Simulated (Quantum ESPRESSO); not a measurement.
# Voltage at the next charge: Rh(111), 4 layers, one monolayer of H on top sites against an electrode

Method. Quantum ESPRESSO 7.5, PBE, GBRV ultrasoft; ESM with bc3, a metal electrode 6.06 Å above the top atoms; cell area 6.253 Å²; ions fixed. V is the potential energy of an electron at the electrode over the slab's Fermi level, divided by e, so that it equals the work function at zero charge; positive charge removes electrons.

```
charge (e a cell)  V (V)
                0  5.586
           0.0094  7.133
           0.0188  8.686
```

One more run was made and is withheld. What is V at a charge of 0.0375 e, and what capacitance do the rows imply?

By hand: The last two rows give dV/dq = (8.686 − 7.133)/(0.0188 − 0.0094) = 165.2 V/e, so C = 1602/(6.253 × 165.2) = 1.55 µF/cm², an effective gap of 8.854/1.55 = 5.71 Å. At constant C, V = 8.686 + 165.2 × 0.0187 = 11.78 V.

What the calculation gave: V = 11.790 V; the estimate misses by −0.01 V, 0.5 % of the step. Over the three intervals C goes 1.56, 1.55 and 1.54 µF/cm².

**Limits.** Vacuum fills the gap; a dielectric or electrolyte would change C. The slab is thin.

[Logs are printed without paths, hosts, clocks, repeated set-up lines and the standing remarks that a program may print on its own settings, such as how far it seeks lower states.]
